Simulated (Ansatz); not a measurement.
In doubt: masses and optical values from hybrid runs of this build are listed as unsure, which bears on the screening that GW takes from such a start.

Rows from a G0W0 calculation on BaTiO3 (Pm-3m) (Ansatz 0.2.0; G0W0 on HSE06, plane waves, PAW; PAW set soft_1; 4×4×4 mesh, 145 empty bands, screening to 100 eV, PAW set soft_1 files), in eV. Spin-orbit coupling is left out.

| row | k | band | start | Σx | Σc at the solution | Vxc |
| --- | --- | --- | --- | --- | --- | --- |
| A | (-0.500, -0.500, -0.500) | v1 | 9.213 | -25.928 | 4.542 | -21.888 |
| B | Γ | c1 | 12.399 | -11.996 | -5.941 | -18.654 |
| C | Γ | v1 | 9.127 | -26.087 | 4.250 | -22.314 |
| D | (-0.500, -0.500, -0.500) | c1 | 15.091 | -14.183 | -6.979 | -21.891 |

**Question.** Give the quasiparticle energies and the shift of each level.

The quasiparticle equation reads E = start + Σx + Σc(E) − Vxc.

| row | E (eV) | shift (eV) |
| --- | --- | --- |
| A | 9.715 | +0.502 |
| B | 13.115 | +0.716 |
| C | 9.604 | +0.477 |
| D | 15.820 | +0.729 |

Limits: not at the basis limit; no spin-orbit coupling; coarse k mesh.

[Runs of the session that timed out or met a known fault of the program may be left out.]

[Cells called generated may have been cut or substituted from an entry of the Crystallography Open Database or the Materials Project.]

[Hosts, paths, dates, database ids (printed as entryN), source tags and the programs' standing remarks are cut or masked in the printed files.]
